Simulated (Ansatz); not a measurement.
**V2NiS3, from a guessed structure to a relaxed one**

This structure for V2NiS3 is made up. Its elements were placed in a known structure type with a cell scaled to their sizes. What cell does the guess relax to, and how far off was it?

Main program and level: Ansatz 0.2.0; DFT, PBE, plane-wave PAW, files of the set soft_1, scalar-relativistic, ferromagnetic start, cell and ions relaxed at zero pressure; PAW set soft_1.

**1. Set-up**

It takes space group P-3m1 (No. 164, trigonal). Conventional cell: a = 3.905 Å, b = 3.905 Å, c = 9.395 Å, α = 90.00°, β = 90.00°, γ = 120.00°. Ni has 6 S at 2.69 Å nearest. Nearest to V lie 6 S at 2.77 to 2.78 Å. S has 6 V at 2.78 Å nearest. S has 3 Ni at 2.69 Å and 3 V at 2.77 Å nearest. Farther neighbours and most contacts between anions are not listed.

**2. Relaxing cell and atoms**

The guess takes its coordinates from another compound and its volume from a rule, so the cell and any free coordinates are relaxed together.

File input.yaml:

```yaml
crystal:
  lattice:
    - [3.905, 0.0, 0.0]
    - [-1.9525, 3.381829202, 0.0]
    - [0.0, 0.0, 9.395]
  atoms:
    - { symbol: Ni, position: [0.0, 0.0, 0.0], spin: 1.0 }
    - { symbol: V, position: [0.666666667, 0.333333333, 0.3272], spin: 2.0 }
    - { symbol: V, position: [0.333333333, 0.666666667, 0.6728], spin: 2.0 }
    - { symbol: S, position: [0.0, 0.0, 0.5] }
    - { symbol: S, position: [0.666666667, 0.333333333, 0.8432] }
    - { symbol: S, position: [0.333333333, 0.666666667, 0.1568] }
magnetization:
  spin_polarized: true
kpoints:
  mp_grid: { grid: [8, 8, 3] }
scf:
  occupations: { method: fermi_dirac, width: 0.05 }
hamiltonian:
  xc: pbe
  pseudopotentials: { kind: paw, azcp: { folder: soft_1 } }
relax:
  f_tol: 0.015
  max_steps: 70
  cell: {}
output:
  forces: true
  stress: true
```

On the command line:

```
> ansatz run input.yaml --threads 4 --pin off --max-ram 10240MiB --backend cpu --events-out ev --progress --plain --runs-dir out
```

Numbers of over 12 decimals in the logs are rounded to 6 here.

The program printed:

```text
Engine: ansatz 0.2.0, aarch64-unknown-linux-gnu
Pseudopotentials: kind: paw
Pseudopotential: Ni, paw, valence charge 18, recommended cutoff 420 eV (normal), soft_1/Ni.paw.azcp
Pseudopotential: V, paw, valence charge 13, recommended cutoff 420 eV (normal), soft_1/V.paw.azcp
Pseudopotential: S, paw, valence charge 6, recommended cutoff 420 eV (normal), soft_1/S.paw.azcp
Functional definition: PBE
  parameter kappa = 0.804
  parameter beta = 0.066725
  exchange = pbe_x(kappa = kappa, mu = beta*pi^2/3)
  correlation = pbe_c(beta = beta)
Crystal: 6 atoms, lattice volume = 124.071 Å³
Basis set: ecut = 420 eV, 2455 PW (Γ), exchange–correlation on 54×54×128 points (8 copies of the dense FFT grid, shifted against one another)
Bands: 41, of which v1, the nominal top of the filled ones, is band 31 counted from 1 (30 counted from 0)
Symmetry: 12 space group operations
Space group: P-3m1 (ITA 164), of the structure as read, at distance tolerance 5.0e-5 Å
Magnetic group: BNS 164.85 (UNI 1315), of the structure as read, at distance tolerance 5.0e-5 Å
k-points: 25 of 192
Non-local potential: Ni, projectors of the file, l = 0: 3, l = 1: 2, l = 2: 3, l = 3: 1
Non-local potential: V, projectors of the file, l = 0: 3, l = 1: 2, l = 2: 3, l = 3: 1
Non-local potential: S, projectors of the file, l = 0: 2, l = 1: 2, l = 2: 1
PAW form: soft (Blöchl's): semilocal exchange-correlation on the pseudo side does not see the compensation charge
PAW one-centre angular grid: Ni, 590 points (default); XC on 64 Gauss nodes
PAW one-centre angular grid: V, 590 points (default); XC on 64 Gauss nodes
PAW one-centre angular grid: S, 110 points (default); XC on 64 Gauss nodes
Initial density: superposition of atomic densities (chi_scale 0.1, normalization cell, long waves kept (reshape's long-wave potential 0.66 eV rms))
Starting moments: Σ|m| = 5 μB on 3 of 6 sites
Initial wavefunctions: pseudopotential atomic-orbital guess
Functional: x = pbe(κ = 0.804, μ = 0.219515), c = pbe(β = 0.066725)
SCF iter   1: F=—  HF=-14369.802607 eV  |F-HF|=—  |Δ(HF+E_count)|=         —  Δρ=7.23e-2 (↑7.23e-2 ↓3.35e-2)  dr2=2.47e1  dr2_m=1.49e0  M=6.633 μB ∫|m|=6.716 μB  β_m=0.30  ethr=3.10e-3  ⟨swp⟩=7.0  Hψ=8213  notcnv=0
Mixer restart at iter 1: flushing history
preconditioner: auto → Kerker (q_TF=auto, 2.430 Å⁻¹)  [metal: Δε(μ)=0.016 eV  Ē_g=5.121 eV  σ=0.050 eV  W_gap=0.08  n_scr=36 (ndim 8)  ℏωp=20.6 eV  f_vac=0.000  D(μ)=15.48/eV (n_scr^D=212)]
spin=Collinear: Kerker preconditioning applied to the charge; magnetization (m = ρ↑ − ρ↓) channel mixes plain (no charge-response kernel on spin).
SCF iter   2: F=—  HF=-14370.795487 eV  |F-HF|=—  |Δ(HF+E_count)|=   9.93e-1  Δρ=4.79e-2 (↑4.79e-2 ↓2.33e-2)  dr2=1.05e1  dr2_m=9.42e-1  M=6.978 μB ∫|m|=7.057 μB  β_m=0.52  ethr=3.10e-3  ⟨swp⟩=3.0  Hψ=4556  notcnv=0  defer=2
SCF iter   3: F=—  HF=-14371.510112 eV  |F-HF|=—  |Δ(HF+E_count)|=   7.15e-1  Δρ=1.87e-2 (↑1.76e-2 ↓1.87e-2)  dr2=3.27e0  dr2_m=1.91e-1  M=7.646 μB ∫|m|=7.765 μB  β_m=0.56  ethr=3.10e-3  ⟨swp⟩=3.4  Hψ=4309  notcnv=0  defer=3
SCF iter   4: F=—  HF=-14371.314002 eV  |F-HF|=—  |Δ(HF+E_count)|=   1.96e-1  Δρ=2.13e-2 (↑1.12e-2 ↓2.13e-2)  dr2=9.10e-1  dr2_m=6.65e-2  M=7.393 μB ∫|m|=7.638 μB  β_m=0.47  ethr=3.10e-3  ⟨swp⟩=3.0  Hψ=3743  notcnv=0  defer=70
SCF iter   5: F=—  HF=-14371.282647 eV  |F-HF|=—  |Δ(HF+E_count)|=   3.14e-2  Δρ=5.78e-3 (↑5.78e-3 ↓5.67e-3)  dr2=3.39e-1  dr2_m=1.96e-2  M=7.480 μB ∫|m|=7.723 μB  β_m=0.73  ethr=1.47e-3  ⟨swp⟩=2.0  Hψ=3729  notcnv=0  defer=82
SCF iter   6: F=—  HF=-14371.319052 eV  |F-HF|=—  |Δ(HF+E_count)|=   3.64e-2  Δρ=7.33e-3 (↑3.97e-3 ↓7.33e-3)  dr2=9.15e-2  dr2_m=1.56e-2  M=7.075 μB ∫|m|=7.359 μB  β_m=0.72  ethr=5.46e-4  ⟨swp⟩=3.1  Hψ=3583  notcnv=0  defer=85
SCF iter   7: F=—  HF=-14371.333587 eV  |F-HF|=—  |Δ(HF+E_count)|=         —  Δρ=2.98e-3 (↑1.73e-3 ↓2.98e-3)  dr2=1.49e-2  dr2_m=4.38e-3  M=7.112 μB ∫|m|=7.404 μB  β_m=0.72  ethr=1.48e-4  ⟨swp⟩=2.0  Hψ=3183  notcnv=0  defer=77
SCF iter   8: F=—  HF=-14371.333769 eV  |F-HF|=—  |Δ(HF+E_count)|=   1.82e-4  Δρ=1.21e-3 (↑1.21e-3 ↓4.96e-4)  dr2=4.66e-3  dr2_m=3.25e-4  M=7.136 μB ∫|m|=7.424 μB  β_m=0.86  ethr=2.40e-5  ⟨swp⟩=2.1  Hψ=2615  notcnv=0  defer=72
SCF iter   9: F=—  HF=-14371.334457 eV  |F-HF|=—  |Δ(HF+E_count)|=   6.89e-4  Δρ=1.72e-3 (↑6.79e-4 ↓1.72e-3)  dr2=7.53e-3  dr2_m=3.55e-4  M=7.160 μB ∫|m|=7.444 μB  β_m=0.93  ethr=7.52e-6  ⟨swp⟩=2.0  Hψ=2855  notcnv=0  defer=77
SCF iter  10: F=—  HF=-14371.334505 eV  |F-HF|=—  |Δ(HF+E_count)|=   4.80e-5  Δρ=4.23e-4 (↑2.19e-4 ↓4.23e-4)  dr2=1.64e-4  dr2_m=8.14e-5  M=7.130 μB ∫|m|=7.417 μB  β_m=0.97  ethr=7.52e-6  ⟨swp⟩=2.0  Hψ=2515  notcnv=0  defer=77
SCF iter  11: F=—  HF=-14371.334550 eV  |F-HF|=—  |Δ(HF+E_count)|=   4.43e-5  Δρ=1.07e-4 (↑1.07e-4 ↓7.69e-5)  dr2=1.57e-5  dr2_m=6.48e-6  M=7.129 μB ∫|m|=7.415 μB  β_m=0.98  ethr=2.64e-7  ⟨swp⟩=2.1  Hψ=3219  notcnv=0  defer=77
SCF iter  12: F=—  HF=-14371.334562 eV  |F-HF|=—  |Δ(HF+E_count)|=   1.29e-5  Δρ=6.90e-5 (↑6.90e-5 ↓6.10e-5)  dr2=1.94e-5  dr2_m=2.48e-6  M=7.130 μB ∫|m|=7.416 μB  β_m=0.88  ethr=2.53e-8  ⟨swp⟩=2.0  Hψ=3327  notcnv=0  defer=77
SCF iter  13: F=—  HF=-14371.334562 eV  |F-HF|=—  |Δ(HF+E_count)|=   5.30e-7  Δρ=8.04e-6 (↑8.04e-6 ↓6.55e-6)  dr2=7.37e-7  dr2_m=6.22e-9  M=7.129 μB ∫|m|=7.414 μB  β_m=0.90  ethr=2.53e-8  ⟨swp⟩=1.5  Hψ=2205  notcnv=0  defer=77
SCF iter  14: F=—  HF=-14373.519260 eV  |F-HF|=—  |Δ(HF+E_count)|=         —  Δρ=1.11e-1 (↑1.11e-1 ↓1.10e-1)  dr2=1.53e-2  dr2_m=1.39e1  M=4.000 μB ∫|m|=7.256 μB  β_m=1.00  ethr=1.19e-9  ⟨swp⟩=2.0  Hψ=2885  notcnv=0  defer=77
Mixer restart at iter 14: flushing history
SCF iter  15: F=—  HF=-14371.366293 eV  |F-HF|=—  |Δ(HF+E_count)|=    2.15e0  Δρ=1.16e-2 (↑1.78e-3 ↓1.16e-2)  dr2=1.67e-1  dr2_m=4.07e-2  M=4.000 μB ∫|m|=7.226 μB  β_m=0.90  ethr=8.06e-5  ⟨swp⟩=4.3  Hψ=5135  notcnv=0  defer=78
SCF iter  16: F=—  HF=-14371.413384 eV  |F-HF|=—  |Δ(HF+E_count)|=   4.71e-2  Δρ=2.09e-2 (↑2.09e-2 ↓7.24e-3)  dr2=5.84e-1  dr2_m=5.97e-2  M=4.000 μB ∫|m|=7.473 μB  β_m=0.45  ethr=8.06e-5  ⟨swp⟩=3.4  Hψ=5046  notcnv=0  defer=69  recentre
SCF iter  17: F=—  HF=-14371.368564 eV  |F-HF|=—  |Δ(HF+E_count)|=   4.48e-2  Δρ=8.63e-3 (↑3.30e-3 ↓8.63e-3)  dr2=1.45e-1  dr2_m=1.05e-2  M=4.000 μB ∫|m|=7.239 μB  β_m=0.45  ethr=8.06e-5  ⟨swp⟩=3.0  Hψ=4841  notcnv=0  defer=69
SCF iter  18: F=—  HF=-14371.350628 eV  |F-HF|=—  |Δ(HF+E_count)|=   1.79e-2  Δρ=2.04e-3 (↑2.04e-3 ↓1.43e-3)  dr2=1.19e-3  dr2_m=3.34e-3  M=4.000 μB ∫|m|=7.346 μB  β_m=0.74  ethr=8.06e-5  ⟨swp⟩=2.1  Hψ=3915  notcnv=0  defer=69
[...]
SCF iter   3: F=—  HF=-14373.621067 eV  |F-HF|=—  |Δ(HF+E_count)|=   9.83e-5  Δρ=3.53e-4 (↑3.53e-4 ↓1.42e-4)  dr2=2.64e-4  dr2_m=1.43e-5  M=3.831 μB ∫|m|=5.632 μB  β_m=0.32  ethr=9.28e-7  ⟨swp⟩=2.0  Hψ=3676  notcnv=0
SCF iter   4: F=—  HF=-14373.621105 eV  |F-HF|=—  |Δ(HF+E_count)|=   3.81e-5  Δρ=9.60e-5 (↑9.60e-5 ↓7.96e-5)  dr2=1.24e-5  dr2_m=3.43e-7  M=3.831 μB ∫|m|=5.630 μB  β_m=0.32  ethr=4.26e-7  ⟨swp⟩=2.0  Hψ=2355  notcnv=0
SCF iter   5: F=—  HF=-14373.621155 eV  |F-HF|=—  |Δ(HF+E_count)|=   4.99e-5  Δρ=5.57e-5 (↑5.57e-5 ↓3.28e-5)  dr2=4.37e-6  dr2_m=6.65e-7  M=3.832 μB ∫|m|=5.631 μB  β_m=0.41  ethr=2.00e-8  ⟨swp⟩=2.2  Hψ=2851  notcnv=0
SCF iter   6: F=—  HF=-14373.621199 eV  |F-HF|=—  |Δ(HF+E_count)|=   4.36e-5  Δρ=6.74e-5 (↑6.74e-5 ↓3.84e-5)  dr2=4.67e-6  dr2_m=1.84e-6  M=3.833 μB ∫|m|=5.630 μB  β_m=0.70  ethr=7.05e-9  ⟨swp⟩=2.0  Hψ=2918  notcnv=0
SCF iter   7: F=—  HF=-14373.621243 eV  |F-HF|=—  |Δ(HF+E_count)|=   4.43e-5  Δρ=7.36e-5 (↑7.36e-5 ↓3.83e-5)  dr2=2.89e-6  dr2_m=2.42e-6  M=3.833 μB ∫|m|=5.629 μB  β_m=0.16  ethr=7.05e-9  ⟨swp⟩=2.6  Hψ=3887  notcnv=0
SCF iter   8: F=—  HF=-14373.621248 eV  |F-HF|=—  |Δ(HF+E_count)|=   4.93e-6  Δρ=3.86e-5 (↑2.54e-5 ↓3.86e-5)  dr2=6.15e-7  dr2_m=5.25e-7  M=3.833 μB ∫|m|=5.628 μB  β_m=0.58  ethr=4.67e-9  ⟨swp⟩=2.0  Hψ=2705  notcnv=0
SCF iter   9: F=—  HF=-14373.621261 eV  |F-HF|=—  |Δ(HF+E_count)|=   1.28e-5  Δρ=7.70e-6 (↑7.70e-6 ↓2.83e-6)  dr2=6.59e-8  dr2_m=1.66e-8  M=3.834 μB ∫|m|=5.626 μB  β_m=0.79  ethr=9.92e-10  ⟨swp⟩=3.0  Hψ=4322  notcnv=0
SCF iter  10: F=—  HF=-14373.621261 eV  |F-HF|=—  |Δ(HF+E_count)|=   8.79e-8  Δρ=2.77e-6 (↑2.77e-6 ↓1.35e-6)  dr2=2.46e-8  dr2_m=2.32e-9  M=3.834 μB ∫|m|=5.626 μB  β_m=0.71  ethr=1.06e-10  ⟨swp⟩=2.1  Hψ=3228  notcnv=0
SCF iter  11: F=—  HF=-14373.621261 eV  |F-HF|=—  |Δ(HF+E_count)|=   1.11e-8  Δρ=1.99e-6 (↑1.99e-6 ↓1.03e-6)  dr2=3.75e-9  dr2_m=1.46e-9  M=3.834 μB ∫|m|=5.626 μB  β_m=0.64  ethr=3.97e-11  ⟨swp⟩=2.0  Hψ=2863  notcnv=0
SCF iter  12: F=—  HF=-14373.621261 eV  |F-HF|=—  |Δ(HF+E_count)|=   7.17e-9  Δρ=9.29e-7 (↑9.29e-7 ↓1.81e-7)  dr2=1.25e-9  dr2_m=1.71e-10  M=3.834 μB ∫|m|=5.626 μB  β_m=0.71  ethr=6.05e-12  ⟨swp⟩=2.0  Hψ=3349  notcnv=0
SCF iter  13: F=—  HF=-14373.621261 eV  |F-HF|=—  |Δ(HF+E_count)|=   2.29e-9  Δρ=3.18e-7 (↑3.18e-7 ↓8.85e-8)  dr2=1.25e-10  dr2_m=2.83e-11  M=3.834 μB ∫|m|=5.626 μB  β_m=0.85  ethr=2.02e-12  ⟨swp⟩=3.0  Hψ=4290  notcnv=0
SCF iter  14: F=—  HF=-14373.621261 eV  |F-HF|=—  |Δ(HF+E_count)|=  5.02e-10  Δρ=3.65e-8 (↑3.65e-8 ↓2.00e-8)  dr2=2.19e-12  dr2_m=3.37e-13  M=3.834 μB ∫|m|=5.626 μB  β_m=0.85  ethr=1.00e-12  ⟨swp⟩=2.0  Hψ=2865  notcnv=0
SCF iter  15: F=—  HF=-14373.621261 eV  |F-HF|=—  |Δ(HF+E_count)|=  5.46e-12  Δρ=2.20e-8 (↑2.20e-8 ↓1.58e-8)  dr2=2.68e-12  dr2_m=1.69e-13  M=3.834 μB ∫|m|=5.626 μB  β_m=0.64  ethr=1.00e-12  ⟨swp⟩=1.0  Hψ=2050  notcnv=0
SCF iter  16: F=—  HF=-14373.621261 eV  |F-HF|=—  |Δ(HF+E_count)|=  5.46e-12  Δρ=1.95e-7 (↑1.95e-7 ↓2.99e-8)  dr2=6.52e-11  dr2_m=5.71e-12  M=3.834 μB ∫|m|=5.626 μB  β_m=0.79  ethr=1.00e-12  ⟨swp⟩=1.0  Hψ=2050  notcnv=0
SCF iter  17: F=-14373.621261 eV  HF=-14373.621261 eV  |F-HF|=1.82e-12  |Δ(HF+E_count)|=  1.82e-12  Δρ=3.54e-8 (↑3.54e-8 ↓8.03e-9)  dr2=1.91e-12  dr2_m=1.60e-13  M=3.834 μB ∫|m|=5.626 μB  ethr=1.00e-12  ⟨swp⟩=2.0  Hψ=4942  notcnv=0
the starting moments were not kept: 1 of 3 ended reversed and 2 kept their direction, counting a site from 0.1 μB. The largest reversed, site 0 (counted from 0, in the order of the report's site_moments_mub), started with +1.0 μB and closes at -7.1e-1 μB in its sphere.
SCF 9 converged in 17 iterations: F = -14373.621261 eV  dr2 = 1.91e-12
relax step   9: F+E_penalty+E_count = -14373.62126114 eV  Δ(F+E_penalty+E_count) = +9.864e-3 eV  max|allowed force component| = 2.127e-3 eV/Å  Δτ_max = 0.0000 Å  P = -0.013 GPa  Ω = 90.358 Å³  stress off target by 1.75e-2 GPa  SCF on the basis re-selected at this cell (its energy is not comparable with the rows above)  (17 SCF iters)
basis re-selected at this cell: Δ(F+E_penalty+E_count) = +9.864e-3 eV, ΔP = -0.003 GPa vs the last step (what re-selecting the basis moved, of the pressure what is left beyond the Pulay correction that the steps carried, after the strain that the cell walked since its last selection, with what the two solves' SCF thresholds leave and, on support functions, any second-order correction that the steps lacked; it is no measure of the basis error at this ecutwfc). The dense FFT grid was sized anew with the basis: this SCF ran on 24×24×60 points, the steps before it on 27×27×64, so part of this shift can come from that change (see relax.cell in the input reference). [rest of the remark cut]
an SCF from ferrimagnetic starting moments (1.00, -2.15, 2.15, 0.00, 0.00, 0.00 Bohr magnetons, atom by atom) was not made, so that it is not known whether that order lies lower: the deck asks for what bars it, or types moments that do (magnetization.spin_polarized, in the input reference, names some of the keys), or the run goes by scf.lower_state_search: light, the default, which as a rule tries one only behind a c [...]
SCF converged after 17 iterations
Magnetization: 3.8341 μB (32.9170 up, 29.0830 down)
Absolute magnetization: 5.6243 μB (∫|ρ↑−ρ↓|, with the PAW one-centre terms)
Spin contamination: 0.8410 ħ² per cell (⟨S²⟩ above its minimum at these occupations)
Per-site moments (μB) at R_I (Å): [(-0.710145, 1.008114), (1.928974, 1.001391), (1.928974, 1.001391), (0.000570604, 1.049124), (-0.076779, 1.001391), (-0.076779, 1.001391)]
Free energy (F): -14373.621261 eV
Harris-Foulkes:  -14373.621261 eV  (|F-HF|=1.82e-12)
Internal energy: -14373.563860 eV  (E = F + TS)
E sigma→0 (E₀):  -14373.592561 eV
Entropy (-TS):   -0.057401 eV (-9.567 meV/atom)
Fermi energy:    12.534518 eV
--- Per-component energies (eV) ---
  E_band       = -705.482578
  E_kinetic    = 1252.970933
  E_local      = -6906.530652  (includes V_loc(G=0)·N_el)
  E_nonlocal   = 160.319987
  E_hartree    = 3271.108995
  E_xc         = -608.580131
  E_vxc        = -683.408849  (∫ρ·V_xc dr)
  E_paw        = -5744.840909  (= ΣΔE_a)
  E_vpaw       = -1071.054861  (= ΣTr[D̂ρ^β])
  E_aug_tail   = 0.002779  (compensation charges beyond the density's cutoff)
  E_ewald      = -5798.014862
  E_smearing   = -0.057401  (= −TS)
  E_closure    = -0.000000  (closes the sum)
  Σ components = -14373.621261   (vs F -14373.621261, Δ=0.00e0)
--- Forces (eV/Å), atoms counted from 1 ---
  atom   1  Ni     0.00000000     0.00000000     0.00000000
  atom   2  V      0.00000000     0.00000000     0.00212655
  atom   3  V      0.00000000    -0.00000000    -0.00212655
  atom   4  S      0.00000000     0.00000000     0.00000000
  atom   5  S      0.00000000    -0.00000000    -0.00045552
  atom   6  S      0.00000000     0.00000000     0.00045552
  max |Σ_I F_I| component: 1.85e-17 eV/Å
--- Stress (GPa, compression-positive) ---
       -0.011133       0.000000      -0.000000
        0.000000      -0.011133      -0.000000
       -0.000000      -0.000000      -0.017521
  P = ⅓ Tr σ = -0.0133 GPa (-0.133 kbar)
--- Relaxed structure (8 steps of the walk, 8 accepted, 1 SCFs on fresh bases) ---
  F+E_penalty+E_count = -14373.62126114 eV   max|allowed force component| = 2.127e-3 eV/Å   (the final SCF, on the basis selected at the relaxed cell)
  cell:  # Å, volume = 90.3584 Å³
    - [3.438476, 0, -9.018894749120313e-17]
    - [-1.719238, 2.977808, 4.509447374560157e-17]
    - [-2.169846764794037e-16, 0, 8.824824]
  atoms:
    - { symbol: Ni, position: [0, 0, 0] }
    - { symbol: V, position: [0.666667, 0.333333, 0.319848] }
    - { symbol: V, position: [0.333333, 0.666667, 0.680152] }
    - { symbol: S, position: [0, 0, 0.5] }
    - { symbol: S, position: [0.666667, 0.333333, 0.838482] }
    - { symbol: S, position: [0.333333, 0.666667, 0.161518] }
```

The job ended after 57 s (4 threads of Arm Neoverse V1, shared host; peak memory 0.67 GiB).

Step by step:

```csv
step,energy less that of the first step (eV),largest force component (eV/Å),pressure (GPa),volume (Å³)
1,0.0000,0.6528,-15.86,124.07
2,-1.5774,0.3668,-11.37,107.19
3,-2.2506,0.2677,-0.98,92.61
4,-2.2692,0.1818,0.19,91.08
5,-2.2768,0.0271,0.02,90.99
6,-2.2793,0.0187,-0.20,90.86
7,-2.2799,0.0056,-0.04,90.51
8,-2.2800,0.0029,-0.01,90.36
9*,-2.2701,0.0021,-0.01,90.36
```

Relaxation steps marked * repeat the geometry before them on a plane-wave basis chosen anew for their cell, so energy and pressure can jump there.

Forces are held to the 12 operations that the run works with; a distortion that breaks them can't arise in this run.

| conventional cell, symmetrised | before | after | change |
| --- | --- | --- | --- |
| a (Å) | 3.905 | 3.438 | -11.9 % |
| b (Å) | 3.905 | 3.438 | -11.9 % |
| c (Å) | 9.395 | 8.825 | -6.1 % |
| volume (Å³/atom) | 20.68 | 15.06 | -27.2 % |

The atoms that moved most (Å, as changes of fractional coordinates times the final cell):

| atom | dx | dy | dz | length |
| --- | --- | --- | --- | --- |
| V2 | 0.000 | 0.000 | -0.065 | 0.065 |
| V3 | 0.000 | 0.000 | 0.065 | 0.065 |
| S5 | 0.000 | 0.000 | -0.042 | 0.042 |
| S6 | 0.000 | 0.000 | 0.042 | 0.042 |

The relaxed structure:

```xyz
6
Lattice="3.4385 0.0000 0.0000 -1.7192 2.9778 0.0000 0.0000 0.0000 8.8248" Properties=species:S:1:pos:R:3 pbc="T T T"
Ni    0.0000    0.0000    0.0000
V     1.7192    0.9926    2.8226
V     0.0000    1.9852    6.0022
S     0.0000    0.0000    4.4124
S     1.7192    0.9926    7.3995
S     0.0000    1.9852    1.4254
```

This step gave:

- free energy: -14373.6213 eV
- energy at zero smearing: -14373.5926 eV
- smearing term TS: 0.05740 eV
- Fermi energy: 12.53 eV
- magnetization: 3.834 μB
- absolute magnetization: 5.624 μB
- site moments: -0.7101, 1.929, 1.929, 5.71e-4, -0.07678, -0.07678 μB
- electrons: 62
- symmetry operations: 12
- pressure: -0.01326 GPa

Site moment by atom:

```csv
atom,site moment (μB)
Ni1,-0.71
V2,1.93
V3,1.93
S4,0.00
S5,-0.08
S6,-0.08
```

The shortest distance of each pair, which need not be the same contact before and after:

```
 pair  guess (Å)  relaxed (Å)
  S–V      2.765        2.428
 Ni–S      2.693        2.444
Ni–Ni      3.905        3.438
  V–V      3.905        3.438
  S–S      3.710        3.438
```

The relaxation ends with a largest force component of 0.0021 eV/Å and a pressure of -0.01 GPa.

**3. What came out**

| Property | Result |
| --- | --- |
| space group, relaxed | P-3m1 |
| conventional cell | a = 3.438, b = 3.438, c = 8.825 Å; α = 90.0°, β = 90.0°, γ = 120.0° |
| volume per atom | 15.06 Å³ (guess 20.68) |
| total moment | 3.83 μB in the cell of 6 atoms |

V2NiS3 relaxes to P-3m1 with a = 3.438, b = 3.438 and c = 8.825 Å. The guessed volume was 37 % too large. The space group P-3m1 was held in the relaxation, so the end point is a stationary structure within it and may be a saddle against distortions or other arrangements. The input starts from parallel moments, and no other start was typed; the run left that order, and the end state is ferrimagnetic. Mesh and cutoff weren't tested. A vector of the cell changed its length by 12 %, more than the volume shows. No dispersion term is used, so weakly bound directions may come out too long. Nothing here tests whether the compound is stable against decomposition.

[Logs are printed without paths, hosts, clocks, repeated set-up lines and the standing remarks that a program may print on its own settings, such as how far it seeks lower states.]

[Hosts, paths, dates, database ids (printed as entryN), source tags and the programs' standing remarks are cut or masked in the printed files.]
